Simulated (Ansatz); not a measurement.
## Tc of K (Im-3m) from its phonons

What Tc do the phonons of K (Im-3m) give, and how does it depend on μ*? The cell shown first is a relaxed one, from steps not shown here.

Main program and level: Ansatz 0.2.0; DFT PBE, scalar-relativistic, plane waves, PAW; PAW set soft_1.

## 1. The cell after earlier relaxation steps

The structure is cubic, space group Im-3m (No. 229). Conventional cell: a = 5.286 Å, b = 5.286 Å, c = 5.286 Å, α = 90.00°, β = 90.00°, γ = 90.00°. K has 8 K at 4.58 Å nearest.

## 2. Coupling and resistivity: q 4×4×4, k 12×12×12, scattering 16×16×16

The run that gives the couplings also evaluates McMillan's and Allen and Dynes's formulas and, where asked, the Eliashberg equations, over a range of μ*.

File input.yaml:

```yaml
crystal:
  lattice:
    - [-2.6429320685, 2.6429320685, 2.6429320685]
    - [2.6429320685, -2.6429320685, 2.6429320685]
    - [2.6429320685, 2.6429320685, -2.6429320685]
  atoms:
    - { symbol: K, position: [0.0, 0.0, 0.0] }
kpoints:
  mp_grid: { grid: [12, 12, 12] }
hamiltonian:
  xc: pbe
  pseudopotentials: { kind: paw, azcp: { folder: soft_1 } }
scf:
  occupations: { method: methfessel_paxton, width: 0.2 }
output:
  eigenvalues: true
phonons:
  method: dfpt
  qmesh: [4, 4, 4]
  temperatures: { t_max: 1000, t_step: 50 }
  qpath:
    path:
      - [[0.0, 0.0, 0.0], [0.5, -0.5, 0.5], [0.0, 0.0, 0.5], [0.0, 0.0, 0.0], [0.25, 0.25, 0.25], [0.5, -0.5, 0.5]]
      - [[0.25, 0.25, 0.25], [0.0, 0.0, 0.5]]
    npoints: 6
  electrical_resistivity:
    mesh: [16, 16, 16]
    temperatures: [20.0, 50.0, 80.0, 100.0, 150.0, 200.0, 273.0, 300.0, 400.0, 500.0, 600.0, 800.0]
  superconductivity: { mesh: [16, 16, 16] }
```

Command:

```console
$ ansatz run input.yaml --threads 16 --pin off --max-ram 92160MiB --backend cuda --events-out ev --progress --plain --runs-dir out --max-vram 78GiB
```

Numbers of over 12 decimals in the logs are rounded to 6 here.

The log of the run:

```text
Engine: ansatz 0.2.0, aarch64-unknown-linux-gnu
Pseudopotentials: kind: paw
Pseudopotential: K, paw, valence charge 9, recommended cutoff 420 eV (normal), soft_1/K.paw.azcp
Functional definition: PBE
  parameter kappa = 0.804
  parameter beta = 0.066725
  exchange = pbe_x(kappa = kappa, mu = beta*pi^2/3)
  correlation = pbe_c(beta = beta)
[...]
Crystal: 1 atoms, lattice volume = 73.844 Å³
Basis set: ecut = 420 eV, 1481 PW (Γ), exchange–correlation on 64×64×64 points (8 copies of the dense FFT grid, shifted against one another)
Bands: 9, of which v1, the nominal top of the filled ones, is band 5 counted from 1 (4 counted from 0)
Symmetry: 48 space group operations
k-points: 72 of 1728
Non-local potential: K, projectors of the file, l = 0: 3, l = 1: 2, l = 2: 2
PAW form: soft (Blöchl's): semilocal exchange-correlation on the pseudo side does not see the compensation charge
PAW one-centre angular grid: K, 110 points (default); XC on 64 Gauss nodes
Initial density: superposition of atomic densities (chi_scale 0.1, normalization cell)
Initial wavefunctions: pseudopotential atomic-orbital guess
[...]
Functional: x = pbe(κ = 0.804, μ = 0.219515), c = pbe(β = 0.066725)
SCF iter   1: F=—  HF=-1537.788818 eV  |F-HF|=—  |Δ(HF+E_count)|=         —  Δρ=3.25e-3  dr2=1.87e-2  ethr=3.10e-3  ⟨swp⟩=4.8  Hψ=4525  notcnv=0
preconditioner: auto → Kerker (q_TF=auto, 1.921 Å⁻¹)  [metal: Δε(μ)=0.066 eV  Ē_g=4.067 eV  σ=0.200 eV  W_gap=0.27  n_scr=12 (ndim 8)  ℏωp=4.3 eV  f_vac=0.000  D(μ)=0.88/eV (n_scr^D=0)]
SCF iter   2: F=—  HF=-1537.785369 eV  |F-HF|=—  |Δ(HF+E_count)|=   3.45e-3  S|Δr|=    0.00e0  Δρ=1.88e-3  dr2=8.23e-3  ethr=2.08e-4  ⟨swp⟩=1.0  Hψ=1224  notcnv=0
[...]
SCF iter   8: F=-1537.784398 eV  HF=-1537.784398 eV  |F-HF|=1.71e-11  |Δ(HF+E_count)|=   1.01e-9  S|Δr|=    0.00e0  Δρ=9.07e-8  dr2=6.03e-12  ethr=1.00e-12  ⟨swp⟩=3.6  Hψ=3107  notcnv=0
SCF 1 converged in 8 iterations: F = -1537.784398 eV  dr2 = 6.03e-12
  greatest PAW one-centre occupation: 0.988 electrons in one spin orbital (limit 2), on the K atom at site 0 (counted from 0), in its partial waves of l = 0
[...]
NSCF: frozen V_eff on 72 k-points, pencils in batches of 32, up to order 36
[...]
NSCF: frozen V_eff on 72 k-points
[...]
DFPT response loops at q = (0, 0, 0) (fractional): preconditioner auto → Kerker (q_TF=auto, 1.921 Å⁻¹) (partly filled bands, converged f_vac=0.000); β = 1.00, the filter's whole step (`scf.mixing.beta` (0.50) is not read by the response loops under this deck's `scf.mixing.preconditioner`; to damp them name `kerker` or `kerker_dos`, under which they read `scf.mixing.beta`, and type it under 1.00, their step now; both keys bind the ground state too); Anderson in place of MSR1; while a model of the screening serves, it and β = 1 on shorter waves in the place of filter and β
[...]
NSCF: frozen V_eff on 72 k-points
[...]
DFPT response loops at q = (0, 0, 0.25) (fractional): mixed as the last ones told, above
[...]
DFPT response loops at q = (0, 0, -0.5) (fractional): mixed as the last ones told, above
[...]
DFPT response loops at q = (0, 0.25, 0.25) (fractional): mixed as the last ones told, above
[...]
DFPT response loops at q = (0.25, 0.25, 0.25) (fractional): mixed as the last ones told, above
[...]
DFPT response loops at q = (0.25, 0.25, -0.25) (fractional): mixed as the last ones told, above
[...]
DFPT response loops at q = (0.25, -0.5, -0.5) (fractional): mixed as the last ones told, above
[...]
DFPT response loops at q = (-0.5, -0.5, -0.5) (fractional): mixed as the last ones told, above
[...]
SCF iter   1: F=—  HF=-1537.788818 eV  |F-HF|=—  |Δ(HF+E_count)|=         —  Δρ=3.25e-3  dr2=1.87e-2  ethr=3.10e-3  ⟨swp⟩=4.8  Hψ=4525  notcnv=0
SCF iter   2: F=—  HF=-1537.785369 eV  |F-HF|=—  |Δ(HF+E_count)|=   3.45e-3  S|Δr|=    0.00e0  Δρ=1.88e-3  dr2=8.23e-3  ethr=2.08e-4  ⟨swp⟩=1.0  Hψ=1224  notcnv=0
SCF iter   3: F=—  HF=-1537.784327 eV  |F-HF|=—  |Δ(HF+E_count)|=   1.04e-3  S|Δr|=    0.00e0  Δρ=7.18e-4  dr2=1.08e-3  ethr=9.14e-5  ⟨swp⟩=2.0  Hψ=865  notcnv=0
SCF iter   4: F=—  HF=-1537.784361 eV  |F-HF|=—  |Δ(HF+E_count)|=   3.39e-5  S|Δr|=    0.00e0  Δρ=9.27e-5  dr2=6.44e-6  ethr=1.20e-5  ⟨swp⟩=2.0  Hψ=901  notcnv=0
[...]
SCF 2 converged in 8 iterations: F = -1537.784398 eV  dr2 = 6.06e-12
[...]
SCF converged after 8 iterations
[...]
Hall coefficient in a weak field at 50 K (a third of the trace): -4.574e-10 m³/C (as a tensor it moves by 2.4 % between the two finest meshes); by each state's relaxation time: -4.666e-10 m³/C; by a constant relaxation time: -4.569e-10 m³/C
  mean free path at 80 K (of a tensor a third of its trace): 132 nm by what each carries, 130 by the Fermi surface alone
  Hall coefficient in a weak field at 80 K (a third of the trace): -4.550e-10 m³/C (as a tensor it moves by 2.5 % between the two finest meshes); by each state's relaxation time: -4.590e-10 m³/C; by a constant relaxation time: -4.567e-10 m³/C
  mean free path at 100 K (of a tensor a third of its trace): 102 nm by what each carries, 101 by the Fermi surface alone
  Hall coefficient in a weak field at 100 K (a third of the trace): -4.545e-10 m³/C (as a tensor it moves by 2.5 % between the two finest meshes); by each state's relaxation time: -4.578e-10 m³/C; by a constant relaxation time: -4.566e-10 m³/C
  mean free path at 150 K (of a tensor a third of its trace): 66.2 nm by what each carries, 65.4 by the Fermi surface alone
  Hall coefficient in a weak field at 150 K (a third of the trace): -4.543e-10 m³/C (as a tensor it moves by 2.6 % between the two finest meshes); by each state's relaxation time: -4.570e-10 m³/C; by a constant relaxation time: -4.567e-10 m³/C
  mean free path at 200 K (of a tensor a third of its trace): 49.2 nm by what each carries, 48.6 by the Fermi surface alone
  Hall coefficient in a weak field at 200 K (a third of the trace): -4.546e-10 m³/C (as a tensor it moves by 2.6 % between the two finest meshes); by each state's relaxation time: -4.570e-10 m³/C; by a constant relaxation time: -4.568e-10 m³/C
  mean free path at 273 K (of a tensor a third of its trace): 35.9 nm by what each carries, 35.4 by the Fermi surface alone
  Hall coefficient in a weak field at 273 K (a third of the trace): -4.550e-10 m³/C (as a tensor it moves by 2.6 % between the two finest meshes); by each state's relaxation time: -4.571e-10 m³/C; by a constant relaxation time: -4.569e-10 m³/C
  mean free path at 300 K (of a tensor a third of its trace): 32.7 nm by what each carries, 32.2 by the Fermi surface alone
  Hall coefficient in a weak field at 300 K (a third of the trace): -4.552e-10 m³/C (as a tensor it moves by 2.7 % between the two finest meshes); by each state's relaxation time: -4.571e-10 m³/C; by a constant relaxation time: -4.570e-10 m³/C
  mean free path at 400 K (of a tensor a third of its trace): 24.6 nm by what each carries, 24.2 by the Fermi surface alone
  Hall coefficient in a weak field at 400 K (a third of the trace): -4.560e-10 m³/C (as a tensor it moves by 2.7 % between the two finest meshes); by each state's relaxation time: -4.573e-10 m³/C; by a constant relaxation time: -4.571e-10 m³/C
  mean free path at 500 K (of a tensor a third of its trace): 19.7 nm by what each carries, 19.4 by the Fermi surface alone
  Hall coefficient in a weak field at 500 K (a third of the trace): -4.568e-10 m³/C (as a tensor it moves by 2.8 % between the two finest meshes); by each state's relaxation time: -4.573e-10 m³/C; by a constant relaxation time: -4.571e-10 m³/C
  mean free path at 600 K (of a tensor a third of its trace): 16.6 nm by what each carries, 16.2 by the Fermi surface alone
  Hall coefficient in a weak field at 600 K (a third of the trace): -4.577e-10 m³/C (as a tensor it moves by 2.9 % between the two finest meshes); by each state's relaxation time: -4.574e-10 m³/C; by a constant relaxation time: -4.572e-10 m³/C
  mean free path at 800 K (of a tensor a third of its trace): 12.6 nm by what each carries, 12.2 by the Fermi surface alone
  Hall coefficient in a weak field at 800 K (a third of the trace): -4.597e-10 m³/C (as a tensor it moves by 3.1 % between the two finest meshes); by each state's relaxation time: -4.574e-10 m³/C; by a constant relaxation time: -4.572e-10 m³/C
  the resistivity times a path that all electrons share, by the Fermi surface of the deck's mesh alone (a third of the trace): 2.251e-15 Ω·m²
  not converged in the mesh (λ; λ_tr; the resistivity at 20 K by 2.33 %; the resistivity at 50 K by 5.11 %; the resistivity at 80 K by 5.48 %; the resistivity at 100 K by 5.57 %; the resistivity at 150 K by 5.69 %; the resistivity at 200 K by 5.81 %; the resistivity at 273 K by 6.02 %; the resistivity at 300 K by 6.11 %; the resistivity at 400 K by 6.50 %; the resistivity at 500 K by 6.94 %; the resistivity at 600 K  [...]
  vibrations of 64 cells: unjudged by the run; compare a larger repeat
  the changes of the potential over all sites missed a rigid shift's by 0.00 % (the site terms' by 0.00 %)
  at the force constants' own smearing the fine mesh and the k-points of their solves give squared frequencies that differ by 2.7 % of the larger at the most, at (0, 0, 0.25)
--- Superconductivity: potentials and phonons of a 4×4×4 supercell ---
           mesh         λ    ħω_log (meV)  μ* declared at (meV)
       16×16×16    0.1382           6.037                6.997
          8×8×8    0.1420           6.190                7.067
          4×4×4    0.1518           6.175                7.137
  λ by the species' shares of the modes' patterns: K 0.1382
  with the Fermi level up to 9.5 meV (the hardest mode) off, states and modes as they are: density of states 0.3883 to 0.3916 /eV of one spin and cell, λ 0.1379 to 0.1391
  transition temperature on the deck's mesh (K), isotropic and anisotropic, restricted to the Fermi surface (FSR) and over the full bandwidth (FBW), and the last with the density of states resolved in a narrower window:
        μ*   McMillan   Allen–Dynes      iso. FSR      iso. FBW    aniso. FSR    aniso. FBW  narrow window
      0.08      0.000         0.000    none_found    none_found    none_found    none_found     none_found
      0.10      0.000         0.000    none_found    none_found    none_found    none_found     none_found
      0.12      0.000         0.000    none_found    none_found    none_found    none_found     none_found
      0.13          -             -    none_found    none_found    none_found    none_found     none_found
      0.14          -             -    none_found    none_found    none_found    none_found     none_found
      0.16          -             -    none_found    none_found    none_found    none_found     none_found
      0.20          -             -    none_found    none_found    none_found    none_found     none_found
  none_found: no transition down to 0.1 K
  isotope coefficients −∂ln Tc/∂ln M under μ* = 0.13, the force constants as they are, of the isotropic transitions restricted to the Fermi surface and over the full bandwidth: K - and -
  not converged in the mesh (λ): between neighbouring meshes, the two finest first, λ moves by 2.73 % and 6.91 % and the anisotropic transition temperature over the full bandwidth at μ* = 0.13 by nothing (neither mesh has one) and nothing (neither mesh has one); converged means that the two finest part by at most 2.00 % and 5.00 %
  vibrations of 64 cells: unjudged by the run; compare a larger repeat
  the changes of the potential over all sites missed a rigid shift's by 0.00 % (the site terms' by 0.00 %)
  at the force constants' own smearing the fine mesh and the k-points of their solves give squared frequencies that differ by 2.7 % of the larger at the most, at (0, 0, 0.25)
```

The job ended after 22 s (1 × NVIDIA GB200 with 16 threads of Arm Neoverse V2, shared host; peak memory 5.4 GiB).

Numbers from this step:

* volume per atom: 73.84 Å³/atom
* metallic on mesh: yes
* gap on the k-mesh: 0 eV
* zero point energy: 0.009287 eV/cell
* share of imaginary modes in the plain interpolation between solved wavevectors: 0
* highest frequency, solved or plainly interpolated: 76.33 cm⁻¹
* Debye temperature (second moment): 99 K
* resistivity at 300 K: 6.986 μΩ cm
* coupling constant λ: 0.1382
* density of states at the Fermi level: 0.3893 states/eV a spin and cell
* log mean phonon energy ħω_log: 6.037 meV
* transport coupling constant λ_tr: 0.102, 0.102, 0.102 (xx, yy, zz)
* Drude plasma energy: 4.144, 4.144, 4.144 eV (xx, yy, zz)
* resistivity times mean free path: 22.51, 22.51, 22.51 × 10⁻¹⁶ Ω m² (xx, yy, zz)
* second-moment phonon energy ħω₂: 6.997 meV
* coupling λ by branch: 0.036, 0.0184, 0.0837 (branches by rank of frequency)

An empty cell: under 1 mK by a formula, or no transition down to the floor of the Eliashberg search. Transition temperatures:

| μ* | McMillan Tc (K) | Allen–Dynes Tc (K) |
| --- | --- | --- |
| 0.08 | - | - |
| 0.1 | - | - |
| 0.12 | - | - |
| 0.13 | - | - |
| 0.14 | - | - |
| 0.16 | - | - |
| 0.2 | - | - |

## 3. Coupling and resistivity: q 4×4×4, k 16×16×16, scattering 20×20×20

The next rung changes the k mesh of the density and its response; the scattering mesh, which samples the Fermi surface.

input.yaml: that of step 2 with these lines changed.

```diff
@@ -8,3 +8,3 @@
 kpoints:
-  mp_grid: { grid: [12, 12, 12] }
+  mp_grid: { grid: [16, 16, 16] }
 hamiltonian:
@@ -26,4 +26,4 @@
   electrical_resistivity:
-    mesh: [16, 16, 16]
+    mesh: [20, 20, 20]
     temperatures: [20.0, 50.0, 80.0, 100.0, 150.0, 200.0, 273.0, 300.0, 400.0, 500.0, 600.0, 800.0]
-  superconductivity: { mesh: [16, 16, 16] }
+  superconductivity: { mesh: [20, 20, 20] }
```

The log of the run:

```text
[...]
Crystal: 1 atoms, lattice volume = 73.844 Å³
Basis set: ecut = 420 eV, 1481 PW (Γ), exchange–correlation on 64×64×64 points (8 copies of the dense FFT grid, shifted against one another)
Bands: 9, of which v1, the nominal top of the filled ones, is band 5 counted from 1 (4 counted from 0)
Symmetry: 48 space group operations
k-points: 145 of 4096
[...]
SCF iter   1: F=—  HF=-1537.789532 eV  |F-HF|=—  |Δ(HF+E_count)|=         —  Δρ=3.26e-3  dr2=1.88e-2  ethr=3.10e-3  ⟨swp⟩=4.8  Hψ=9163  notcnv=0
[...]
SCF iter   2: F=—  HF=-1537.786086 eV  |F-HF|=—  |Δ(HF+E_count)|=   3.45e-3  S|Δr|=    0.00e0  Δρ=1.87e-3  dr2=8.20e-3  ethr=2.09e-4  ⟨swp⟩=1.0  Hψ=2465  notcnv=0
[...]
SCF iter   8: F=-1537.785122 eV  HF=-1537.785122 eV  |F-HF|=1.75e-11  |Δ(HF+E_count)|=   1.02e-9  S|Δr|=    0.00e0  Δρ=9.21e-8  dr2=6.30e-12  ethr=1.00e-12  ⟨swp⟩=3.8  Hψ=6114  notcnv=0
SCF 1 converged in 8 iterations: F = -1537.785122 eV  dr2 = 6.30e-12
[...]
NSCF: frozen V_eff on 145 k-points, pencils in batches of 32, up to order 36
[...]
NSCF: frozen V_eff on 145 k-points
[...]
SCF iter   1: F=—  HF=-1537.789532 eV  |F-HF|=—  |Δ(HF+E_count)|=         —  Δρ=3.26e-3  dr2=1.88e-2  ethr=3.10e-3  ⟨swp⟩=4.8  Hψ=9163  notcnv=0
[...]
SCF iter   4: F=—  HF=-1537.785088 eV  |F-HF|=—  |Δ(HF+E_count)|=   2.88e-5  S|Δr|=    0.00e0  Δρ=9.21e-5  dr2=6.34e-6  ethr=1.22e-5  ⟨swp⟩=2.0  Hψ=1816  notcnv=0
[...]
SCF 2 converged in 8 iterations: F = -1537.785122 eV  dr2 = 6.33e-12
[...]
SCF converged after 8 iterations
[...]
vibrations of 64 cells: unjudged by the run; compare a larger repeat
[...]
--- Superconductivity: potentials and phonons of a 4×4×4 supercell ---
           mesh         λ    ħω_log (meV)  μ* declared at (meV)
       20×20×20    0.1420           5.962                6.954
       10×10×10    0.1452           6.094                7.010
          5×5×5    0.1310           6.355                7.197
  λ by the species' shares of the modes' patterns: K 0.1420
[...]
0.08      0.000         0.000    none_found    none_found    none_found    none_found     none_found
      0.10      0.000         0.000    none_found    none_found    none_found    none_found     none_found
      0.12      0.000         0.000    none_found    none_found    none_found    none_found     none_found
      0.13      0.000         0.000    none_found    none_found    none_found    none_found     none_found
      0.14          -             -    none_found    none_found    none_found    none_found     none_found
      0.16          -             -    none_found    none_found    none_found    none_found     none_found
      0.20          -             -    none_found    none_found    none_found    none_found     none_found
  none_found: no transition down to 0.1 K
[...]
vibrations of 64 cells: unjudged by the run; compare a larger repeat
[...]
```

It took 27 s on 1 × NVIDIA GB200 with 16 threads; peak memory 5.5 GiB.

This step gave:

| Quantity | Value |
| --- | --- |
| zero point energy | 0.009304 eV/cell |
| highest frequency, solved or plainly interpolated | 76.5 cm⁻¹ |
| resistivity at 300 K | 6.995 μΩ cm |
| coupling constant λ | 0.142 |
| density of states at the Fermi level | 0.3896 states/eV a spin and cell |
| log mean phonon energy ħω_log | 5.962 meV |
| transport coupling constant λ_tr | 0.1022, 0.1022, 0.1022 (xx, yy, zz) |
| Drude plasma energy | 4.154, 4.154, 4.154 eV (xx, yy, zz) |
| resistivity times mean free path | 22.44, 22.44, 22.44 × 10⁻¹⁶ Ω m² (xx, yy, zz) |
| second-moment phonon energy ħω₂ | 6.954 meV |
| coupling λ by branch | 0.0365, 0.0182, 0.0873 (branches by rank of frequency) |

An empty cell: under 1 mK by a formula, or no transition down to the floor of the Eliashberg search. Transition temperatures:

| μ* | McMillan Tc (K) | Allen–Dynes Tc (K) |
| --- | --- | --- |
| 0.08 | - | - |
| 0.1 | - | - |
| 0.12 | - | - |
| 0.13 | - | - |
| 0.14 | - | - |
| 0.16 | - | - |
| 0.2 | - | - |

For the log mean phonon energy ħω_log, step 2 gave 6.04 meV; this run, with k-mesh 16×16×16 and scattering mesh 20×20×20, gives 5.96 meV.

(Part 1 of 2 ends here.)

[Logs are printed without paths, hosts, clocks, repeated set-up lines and the standing remarks that a program may print on its own settings, such as how far it seeks lower states.]

[Hosts, paths, dates, database ids (printed as entryN), source tags and the programs' standing remarks are cut or masked in the printed files.]
